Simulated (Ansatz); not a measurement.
**Mg on Al(100): change of the work function**

How does Mg on the hollow site change the work function of Al(100) as the layer fills?

Program: Ansatz 0.2.0. Level of theory: plane-wave DFT, PBE, Ansatz PAW. Values are calculated unless marked as measured.

Report form: inputs, costs, results and the conclusion, without the logs.

### Step 1. The system as given

The cell holds 4 atoms: 4 Al. Its edges and angles: a = 2.864 Å, b = 2.864 Å, c = 24.075 Å, α = 90.0°, β = 90.0°, γ = 90.0°. Vacuum lies along c.

### Step 2. The clean slab

The bare slab comes first, as the zero from which every change is counted. The two lowest layers are held at bulk places and the upper ones relax. The dipole correction removes the false field that a one-sided slab makes across the periodic vacuum, so each face gets a flat vacuum level of its own.

input.yaml reads:

```yaml
crystal:
  lattice:
    - [2.8637824638, 0.0, 0.0]
    - [0.0, 2.8637824638, 0.0]
    - [0.0, 0.0, 24.075]
  atoms:
    - { symbol: Al, position: [0.5, 0.5, 0.3738317757] }
    - { symbol: Al, position: [0.0, 0.0, 0.4579439252] }
    - { symbol: Al, position: [0.5, 0.5, 0.5420560748] }
    - { symbol: Al, position: [0.0, 0.0, 0.6261682243] }
kpoints:
  mp_grid: { grid: [12, 12, 1] }
hamiltonian:
  xc: pbe
scf:
  occupations: { method: fermi_dirac, width: 0.1 }
  convergence: { dr2_threshold: 1.0e-08 }
efield:
  axis: 3
  dipole_correction: true
  ramp_position: 0.97
  ramp_width: 0.06
relax:
  f_tol: 0.02
  max_steps: 60
  constraints: [{ sites: [0, 1] }]
output:
  write_potential: true
  write_density: true
  volumetric_format: npy
```

The run is started by

```bash
$ ansatz run input.yaml --threads 2 --pin off --max-ram 4096MiB --backend cpu --events-out ev --progress --plain --runs-dir out
```

Elapsed: 6.2 s, on 2 threads of Arm Neoverse V1, shared host; peak memory 0.37 GiB; 12 s of CPU time.

Step by step:

| step | energy less that of the first step (eV) | largest force component (eV/Å) |
| --- | --- | --- |
| 1 | 0.0000 | 0.0860 |
| 2 | -0.0007 | 0.0199 |

The run keeps the 8 symmetry operations that the program found, so distortions that break them were not tested.

The atoms that moved most (Å):

| atom | dx | dy | dz | length |
| --- | --- | --- | --- | --- |
| Al3 | 0.000 | 0.000 | -0.016 | 0.016 |
| Al4 | 0.000 | 0.000 | 0.011 | 0.011 |

The relaxed structure:

```cif
data_structure
_symmetry_space_group_name_H-M 'P 1'
_symmetry_Int_Tables_number 1
_cell_length_a 2.8638
_cell_length_b 2.8638
_cell_length_c 24.0750
_cell_angle_alpha 90.000
_cell_angle_beta 90.000
_cell_angle_gamma 90.000
_cell_volume 197.45
loop_
_atom_site_label
_atom_site_type_symbol
_atom_site_fract_x
_atom_site_fract_y
_atom_site_fract_z
_atom_site_occupancy
Al1 Al 0.50000 0.50000 0.37383 1
Al2 Al 0.00000 0.00000 0.45794 1
Al3 Al 0.50000 0.50000 0.54141 1
Al4 Al 0.00000 0.00000 0.62662 1
```

This step gave:

```yaml
energy_at_zero_smearing: -2149.0408 eV
work_function_upper_face: 4.293 eV
dipole_along_the_normal: 3.97e-4 e·Å
```

Running mean over 2.025 Å of the planar mean; the ramp of the sawtooth is left out. Electron's electrostatic potential energy less the Fermi level against z:

| z (Å) | electron's electrostatic potential energy less the Fermi level (eV) |
| --- | --- |
| 3.0 | 4.30 |
| 3.5 | 4.30 |
| 4.0 | 4.30 |
| 4.5 | 4.30 |
| 5.0 | 4.30 |
| 5.5 | 4.28 |
| 6.0 | 4.23 |
| 6.5 | 4.06 |
| 7.0 | 3.50 |
| 7.5 | 1.87 |
| 8.0 | -0.524 |
| 8.5 | -2.83 |
| 9.0 | -4.18 |
| 9.5 | -4.50 |
| 10.0 | -4.56 |
| 10.5 | -4.57 |
| 11.0 | -4.58 |
| 11.5 | -4.61 |
| 12.0 | -4.62 |
| 12.5 | -4.61 |
| 13.0 | -4.56 |
| 13.5 | -4.49 |
| 14.0 | -4.45 |
| 14.5 | -4.42 |
| 15.0 | -4.25 |
| 15.5 | -3.15 |
| 16.0 | -0.942 |
| 16.5 | 1.48 |
| 17.0 | 3.30 |
| 17.5 | 4.00 |
| 18.0 | 4.21 |
| 18.5 | 4.27 |
| 19.0 | 4.29 |
| 19.5 | 4.29 |
| 20.0 | 4.29 |
| 20.5 | 4.29 |
| 21.0 | 4.29 |

The relaxation took 2 steps and lowered the energy by 7.4e-4 eV; the largest force on the free atoms ends at 0.020 eV/Å.

The work function of the upper face is 4.29 eV.

### Step 3. The covered slab, k-mesh 4×4×1, coverage 0.111 ML

System of this step: Mg/Al(100). The cell holds 37 atoms: 36 Al and 1 Mg. Cell: a = 8.591 Å, b = 8.591 Å, c = 25.870 Å, α = 90.0°, β = 90.0°, γ = 90.0°. Vacuum lies along c.

The clean slab as it ended is repeated in the plane and the adsorbate is set on one face; the cell's size fixes the coverage, and the k-mesh shrinks with it to keep the sampling density about even. Adsorbate and upper layers relax, since the dipole depends on the height.

input.yaml reads:

```yaml
crystal:
  lattice:
    - [8.5913473914, 0.0, 0.0]
    - [0.0, 8.5913473914, 0.0]
    - [0.0, 0.0, 25.8696549807]
  atoms:
    - { symbol: Al, position: [0.1666666667, 0.1666666667, 0.3478979525] }
    - { symbol: Al, position: [0.0, 0.0, 0.4261749918] }
    - { symbol: Al, position: [0.1666666667, 0.1666666667, 0.5038463908] }
    - { symbol: Al, position: [0.0, 0.0, 0.5831500329] }
    - { symbol: Al, position: [0.1666666667, 0.5, 0.3478979525] }
    - { symbol: Al, position: [0.0, 0.3333333333, 0.4261749918] }
    - { symbol: Al, position: [0.1666666667, 0.5, 0.5038463908] }
    - { symbol: Al, position: [0.0, 0.3333333333, 0.5831500329] }
[... 25 atom lines left out ...]
    - { symbol: Al, position: [0.6666666667, 0.6666666667, 0.4261749918] }
    - { symbol: Al, position: [0.8333333333, 0.8333333333, 0.5038463908] }
    - { symbol: Al, position: [0.6666666667, 0.6666666667, 0.5831500329] }
    - { symbol: Mg, position: [0.1666666667, 0.1666666667, 0.6521020475] }
kpoints:
  mp_grid: { grid: [4, 4, 1] }
hamiltonian:
  xc: pbe
scf:
  occupations: { method: fermi_dirac, width: 0.1 }
  convergence: { dr2_threshold: 1.0e-08 }
efield:
  axis: 3
  dipole_correction: true
  ramp_position: 0.97
  ramp_width: 0.06
relax:
  f_tol: 0.02
  max_steps: 60
  constraints:
    - { sites: [0, 1, 4, 5, 8, 9, 12, 13, 16, 17, 20, 21, 24, 25, 28, 29, 32, 33] }
output:
  write_potential: true
  write_density: true
  volumetric_format: npy
```

It took 2.9 min on 2 threads; peak memory 2.4 GiB.

The steps of the relaxation:

| step | energy less that of the first step (eV) | largest force component (eV/Å) |
| --- | --- | --- |
| 1 | 0.0000 | 0.8060 |
| 2 | -0.1497 | 0.0552 |
| 3 | -0.1531 | 0.0139 |

The run keeps the 8 symmetry operations that the program found, so distortions that break them were not tested.

The atoms that moved most (Å):

| atom | dx | dy | dz | length |
| --- | --- | --- | --- | --- |
| Al4 | -0.071 | -0.071 | -0.017 | 0.102 |
| Al8 | -0.071 | 0.071 | -0.017 | 0.102 |
| Al16 | 0.071 | -0.071 | -0.017 | 0.102 |
| Al20 | 0.071 | 0.071 | -0.017 | 0.102 |
| Al3 | 0.000 | 0.000 | 0.077 | 0.077 |
| Mg37 | 0.000 | 0.000 | 0.073 | 0.073 |
| Al19 | 0.011 | 0.011 | -0.013 | 0.020 |
| Al31 | -0.011 | 0.011 | -0.013 | 0.020 |

Final coordinates:

```xyz
37
Lattice="8.5913 0.0000 0.0000 0.0000 8.5913 0.0000 0.0000 0.0000 25.8697" Properties=species:S:1:pos:R:3
Al    1.4319    1.4319    9.0000
Al    0.0000    0.0000   11.0250
Al    1.4319    1.4319   13.1112
Al   -0.0708   -0.0708   15.0688
Al    1.4319    4.2957    9.0000
Al    0.0000    2.8638   11.0250
Al    1.4319    4.3039   13.0409
Al   -0.0708    2.9346   15.0688
Al    1.4319    7.1595    9.0000
Al    0.0000    5.7276   11.0250
Al    1.4319    7.1512   13.0409
Al   -0.0025    5.7276   15.0875
Al    4.2957    1.4319    9.0000
Al    2.8638    0.0000   11.0250
Al    4.3039    1.4319   13.0409
Al    2.9346   -0.0708   15.0688
Al    4.2957    4.2957    9.0000
Al    2.8638    2.8638   11.0250
Al    4.3063    4.3063   13.0217
Al    2.9346    2.9346   15.0688
Al    4.2957    7.1595    9.0000
Al    2.8638    5.7276   11.0250
Al    4.3063    7.1488   13.0217
Al    2.8663    5.7276   15.0875
Al    7.1595    1.4319    9.0000
Al    5.7276    0.0000   11.0250
Al    7.1512    1.4319   13.0409
Al    5.7276   -0.0025   15.0875
Al    7.1595    4.2957    9.0000
Al    5.7276    2.8638   11.0250
Al    7.1488    4.3063   13.0217
Al    5.7276    2.8663   15.0875
Al    7.1595    7.1595    9.0000
Al    5.7276    5.7276   11.0250
Al    7.1488    7.1488   13.0217
Al    5.7276    5.7276   15.0797
Mg    1.4319    1.4319   16.9426
```

Read from the output:

```yaml
energy_at_zero_smearing: -21264.8545 eV
work_function_upper_face: 3.546 eV
work_function_lower_face: 4.309 eV
dipole_along_the_normal: 0.3115 e·Å
step_between_the_vacuum_levels: -0.7637 eV
```

Running mean over 2.025 Å of the planar mean; the ramp of the sawtooth is left out. The electron's electrostatic potential energy less the Fermi level by z:

z (Å), electron's electrostatic potential energy less the Fermi level (eV) and a bar from the least value:
```
      3.5       4.31 ##############################
      4.0       4.31 ##############################
      4.5       4.31 ##############################
      5.0       4.30 ##############################
      5.5       4.29 ##############################
      6.0       4.24 ##############################
      6.5       4.07 #############################
      7.0       3.51 ###########################
      7.5       1.89 ######################
      8.0      -0.51 ##############
      8.5      -2.81 ######
      9.0      -4.17 #
      9.5      -4.50 
     10.0      -4.55 
     10.5      -4.57 
     11.0      -4.57 
     11.5      -4.58 
     12.0      -4.58 
     12.5      -4.58 
     13.0      -4.56 
     13.5      -4.53 
     14.0      -4.51 
     14.5      -4.48 
     15.0      -4.30 #
     15.5      -3.34 ####
     16.0      -1.54 ##########
     16.5       0.44 #################
     17.0       2.00 ######################
     17.5       2.61 ########################
     18.0       3.04 ##########################
     18.5       3.36 ###########################
     19.0       3.48 ###########################
     19.5       3.52 ###########################
     20.0       3.54 ###########################
     20.5       3.54 ###########################
     21.0       3.54 ###########################
     21.5       3.55 ###########################
     22.0       3.55 ###########################
     22.5       3.55 ###########################
```

The relaxation took 3 steps and lowered the energy by 0.15 eV; the largest force on the free atoms ends at 0.014 eV/Å.

The covered face has 3.55 eV, -0.75 eV against the clean one; the bare back face has moved by +0.01 eV, a measure of how thin the slab is.

### Step 4. Adsorbate added, k-mesh 6×6×1, coverage 0.25 ML

System of this step: Mg/Al(100). The cell holds 17 atoms: 16 Al and 1 Mg. Its edges and angles: a = 5.728 Å, b = 5.728 Å, c = 25.870 Å, α = 90.0°, β = 90.0°, γ = 90.0°. Vacuum lies along c.

Another coverage, to see how the dipoles act on each other as their distance changes.

input.yaml reads:

```yaml
crystal:
  lattice:
    - [5.7275649276, 0.0, 0.0]
    - [0.0, 5.7275649276, 0.0]
    - [0.0, 0.0, 25.8696549807]
  atoms:
    - { symbol: Al, position: [0.25, 0.25, 0.3478979525] }
    - { symbol: Al, position: [0.0, 0.0, 0.4261749918] }
    - { symbol: Al, position: [0.25, 0.25, 0.5038463908] }
    - { symbol: Al, position: [0.0, 0.0, 0.5831500329] }
    - { symbol: Al, position: [0.25, 0.75, 0.3478979525] }
    - { symbol: Al, position: [0.0, 0.5, 0.4261749918] }
    - { symbol: Al, position: [0.25, 0.75, 0.5038463908] }
    - { symbol: Al, position: [0.0, 0.5, 0.5831500329] }
    - { symbol: Al, position: [0.75, 0.25, 0.3478979525] }
    - { symbol: Al, position: [0.5, 0.0, 0.4261749918] }
    - { symbol: Al, position: [0.75, 0.25, 0.5038463908] }
    - { symbol: Al, position: [0.5, 0.0, 0.5831500329] }
    - { symbol: Al, position: [0.75, 0.75, 0.3478979525] }
    - { symbol: Al, position: [0.5, 0.5, 0.4261749918] }
    - { symbol: Al, position: [0.75, 0.75, 0.5038463908] }
    - { symbol: Al, position: [0.5, 0.5, 0.5831500329] }
    - { symbol: Mg, position: [0.25, 0.25, 0.6521020475] }
kpoints:
  mp_grid: { grid: [6, 6, 1] }
hamiltonian:
  xc: pbe
scf:
  occupations: { method: fermi_dirac, width: 0.1 }
  convergence: { dr2_threshold: 1.0e-08 }
efield:
  axis: 3
  dipole_correction: true
  ramp_position: 0.97
  ramp_width: 0.06
relax:
  f_tol: 0.02
  max_steps: 60
  constraints: [{ sites: [0, 1, 4, 5, 8, 9, 12, 13] }]
output:
  dos: { projected: true, e_range: [-8, 4] }
  write_potential: true
  write_density: true
  volumetric_format: npy
  elf: true
```

Run time: 71 s. Hardware: 2 threads; peak memory 1 GiB; 2.3 min of CPU time.

Step by step:

| step | energy less that of the first step (eV) | largest force component (eV/Å) |
| --- | --- | --- |
| 1 | 0.0000 | 0.8676 |
| 2 | -0.1317 | 0.1952 |
| 3 | -0.1405 | 0.0225 |
| 4 | -0.1408 | 0.0018 |

The run keeps the 8 symmetry operations that the program found, so distortions that break them were not tested.

The atoms that moved most (Å):

| atom | dx | dy | dz | length |
| --- | --- | --- | --- | --- |
| Mg17 | 0.000 | 0.000 | 0.120 | 0.120 |
| Al4 | -0.045 | -0.045 | -0.031 | 0.071 |
| Al12 | 0.045 | -0.045 | -0.031 | 0.071 |
| Al8 | -0.045 | 0.045 | -0.031 | 0.071 |
| Al16 | 0.045 | 0.045 | -0.031 | 0.071 |
| Al15 | 0.000 | 0.000 | -0.051 | 0.051 |
| Al3 | 0.000 | 0.000 | 0.049 | 0.049 |

Final coordinates:

```
Al Mg
1.0
     5.72756    0.00000    0.00000
     0.00000    5.72756    0.00000
     0.00000    0.00000   25.86965
Al Mg
16 1
Direct
  0.25000 0.25000 0.34790
  0.00000 0.00000 0.42617
  0.25000 0.25000 0.50573
  0.99206 0.99206 0.58195
  0.25000 0.75000 0.34790
  0.00000 0.50000 0.42617
  0.25000 0.75000 0.50373
  0.99206 0.50794 0.58195
  0.75000 0.25000 0.34790
  0.50000 0.00000 0.42617
  0.75000 0.25000 0.50373
  0.50794 0.99206 0.58195
  0.75000 0.75000 0.34790
  0.50000 0.50000 0.42617
  0.75000 0.75000 0.50189
  0.50794 0.50794 0.58195
  0.25000 0.25000 0.65675
```

Read from the output:

```
energy at zero smearing        : -10519.5935 eV
work function, upper face      : 3.170 eV
work function, lower face      : 4.286 eV
dipole along the normal        : 0.2023 e·Å
step between the vacuum levels : -1.116 eV
```

The density of states has structure finer than the step of the table below, so its rows give means over 0.25 eV. Peaks (eV: height): -6.080: 12.9, -2.320: 11.9, -1.140: 13.9, 0.450: 13.5, 0.510: 14.7, 0.750: 12.0, 1.260: 12.6.

Table of density of states by energy, zero at the Fermi level; means over each step:

| energy (eV) | density of states (states/eV a cell) |
| --- | --- |
| -7.75 | 2.62 |
| -7.50 | 2.86 |
| -7.25 | 4.26 |
| -7.00 | 3.64 |
| -6.75 | 3.77 |
| -6.50 | 4.09 |
| -6.25 | 4.94 |
| -6.00 | 6.15 |
| -5.75 | 3.32 |
| -5.50 | 3.40 |
| -5.25 | 4.24 |
| -5.00 | 3.90 |
| -4.75 | 5.79 |
| -4.50 | 6.89 |
| -4.25 | 5.49 |
| -4.00 | 6.38 |
| -3.75 | 4.92 |
| -3.50 | 2.85 |
| -3.25 | 6.74 |
| -3.00 | 8.57 |
| -2.75 | 6.71 |
| -2.50 | 5.91 |
| -2.25 | 8.40 |
| -2.00 | 6.22 |
| -1.75 | 6.41 |
| -1.50 | 7.05 |
| -1.25 | 7.38 |
| -1.00 | 6.99 |
| -0.75 | 8.51 |
| -0.50 | 9.26 |
| -0.25 | 4.07 |
| 0.00 | 8.05 |
| 0.25 | 8.30 |
| 0.50 | 10.9 |
| 0.75 | 8.44 |
| 1.00 | 7.38 |
| 1.25 | 9.96 |
| 1.50 | 7.06 |
| 1.75 | 5.90 |

Projected DOS per atom over height of the atomic layer and energy from the Fermi level. Layers: Al4 Al4 Al4 Al4 Mg from below.

Values in states/eV, 22 rows by 5 columns, each cell a mean:
```
0.329 0.290 0.332 0.306 0.065
0.457 0.506 0.527 0.457 0.064
0.546 0.341 0.333 0.572 0.436
0.628 0.374 0.401 0.637 0.786
0.419 0.287 0.321 0.434 0.450
0.506 0.448 0.434 0.514 0.365
0.531 0.402 0.393 0.577 0.109
0.520 0.297 0.276 0.510 0.200
0.470 0.281 0.293 0.460 0.210
0.483 0.387 0.401 0.507 0.229
0.387 0.408 0.420 0.433 0.091
0.399 0.359 0.340 0.470 0.079
0.271 0.224 0.224 0.309 0.088
0.354 0.333 0.348 0.412 0.129
0.363 0.392 0.377 0.418 0.082
0.252 0.252 0.246 0.287 0.038
0.185 0.220 0.220 0.206 0.032
0.254 0.369 0.362 0.285 0.023
0.236 0.298 0.287 0.265 0.036
0.185 0.268 0.260 0.208 0.028
0.181 0.272 0.267 0.204 0.020
0.142 0.194 0.193 0.157 0.011
```
Columns: height of the atomic layer (Å) from 9 to 17.0; rows upwards: energy from the Fermi level (eV) from -7.96 to 1.95.

Valence density in the ca plane at fractional y = 0.250, with atoms of Al and Mg within 0.2 Å of it. It is the smooth field of the valence electrons, not physical close to the nuclei.

Ten steps, logarithmic in the rise over the least value, from '0' (0 e/Å³) to '9' (18 e/Å³), each cell a mean:
```
01111111111111111111111000000000000000000000
11111111111111111111100000000000000000000000
11001111111111011111000000000000000000000000
11000111111110001110000000000000000000000000
11001111111111011111000000000000000000000000
11111111111111111111100000000000000000000000
01111111111111111111111000000000000000000000
01111111111111111111111100000000000000000000
11111111111111111111111111000000000000000000
11111111111111111111111256300000000000000000
11001111111110001111011499710000000000000000
11001111111110001111011499710000000000000000
11111111111111111111111255300000000000000000
11111111111111111111111111000000000000000000
01111111111111111111111100000000000000000000
```
Columns run along c (16.0 Å, from fractional 0.31 to 0.93 of the cell), rows up along a (5.7 Å). Atoms in or near the plane, at fractional coordinates: Al at (0.35, 0.25), Al at (0.51, 0.25), Al at (0.35, 0.75), Al at (0.50, 0.75), Mg at (0.66, 0.25).

Electrostatic potential energy in the ca plane at fractional y = 0.250, with atoms of Al and Mg within 0.2 Å of it. With pseudopotentials it is smooth inside the atoms' cores, unlike the true potential.

Values in eV, 8 rows by 16 columns, each cell a mean:
```
 -4  -7   0   0  -4  -7   0   1   3   3   3   4   4   4   4   4
-12 -13  -1   1 -12 -13  -2   3   4   4   4   4   4   4   4   4
-12 -14  -1   1 -11 -14  -1   2   4   4   4   4   4   4   4   4
 -1  -3   0   0  -1  -3   1   1   3   2   3   3   4   4   4   4
 -4  -7   0   0  -3  -8   0   1  -3  -6   1   3   4   4   4   4
-13 -13  -1   2 -11 -12  -3   2 -13 -18  -2   3   4   4   4   4
-12 -14  -1   1 -10 -14  -2   1 -11 -16  -2   3   4   4   4   4
 -1  -3   0   0  -1  -4   1   0   0  -2   2   3   4   4   4   4
```
Columns run along c (16.0 Å, from fractional 0.31 to 0.93 of the cell; values clipped at the 3rd and 97th percentile), rows up along a (5.7 Å). Atoms in or near the plane, at fractional coordinates: Al at (0.35, 0.25), Al at (0.51, 0.25), Al at (0.35, 0.75), Al at (0.50, 0.75), Mg at (0.66, 0.25).

ELF in the ca plane at fractional y = 0.250, with atoms of Al and Mg within 0.2 Å of it. It is the smooth field of the valence electrons, not physical close to the nuclei.

Ten even steps from '0' (0.00) to '9' (0.88), each cell a mean:
```
78887666666667776666666655444432100000000000
88656665555665456654444332211100000000000000
85112553334641015543222110000000000000000000
83340443224521204532211100000000000000000000
85112554334641015543222110000000000000000000
88656665555665456654444332211100000000000000
78887666666667776666666655444432100000000000
78887667766666766666777654467765421000000000
89877666555676667655566311137887642100000000
97324654444663136643342133204999753200000000
84221443224530103542220243412899864210000000
84221443224531103542220243412899864210000000
97324654444663136643342133204999753200000000
89877666555676667655666310137887642100000000
78887667766666766666777654567765421000000000
```
Columns run along c (16.0 Å, from fractional 0.31 to 0.93 of the cell), rows up along a (5.7 Å). Atoms in or near the plane, at fractional coordinates: Al at (0.35, 0.25), Al at (0.51, 0.25), Al at (0.35, 0.75), Al at (0.50, 0.75), Mg at (0.66, 0.25).

The relaxation took 4 steps and lowered the energy by 0.14 eV; the largest force on the free atoms ends at 0.0018 eV/Å.

By hand: a sheet of dipoles makes a step −p/(ε₀A) in the electron's potential. With e/ε₀ = 180.95 V·Å, p = 0.2023 e·Å and A = 32.80 Å², that is −180.95 × (0.2023) / 32.80 = -1.116 eV, and the two vacuum levels of the run differ by -1.116 eV.

The covered face has 3.17 eV, -1.12 eV against the clean one; the bare back face has moved by -0.02 eV, a measure of how thin the slab is.

(Part 1 of 2 ends here.)

[Long decimals in the printed logs are rounded to 6 places.]

[Logs are printed without paths, hosts, clocks, repeated set-up lines and the standing remarks that a program may print on its own settings, such as how far it seeks lower states.]

[Hosts, paths, dates, database ids (printed as entryN), source tags and the programs' standing remarks are cut or masked in the printed files.]

[Maps of the electrostatic potential energy from Ansatz leave out the sawtooth potential of an applied field or a dipole correction, so their vacuum need not be flat; planar profiles and work functions include it.]

[The density of states shown here was stored with 400 of the rows of the run's finer table, so its peaks can read low, often by over a quarter, or be missed, and its means over a window can be off by a tenth or more.]
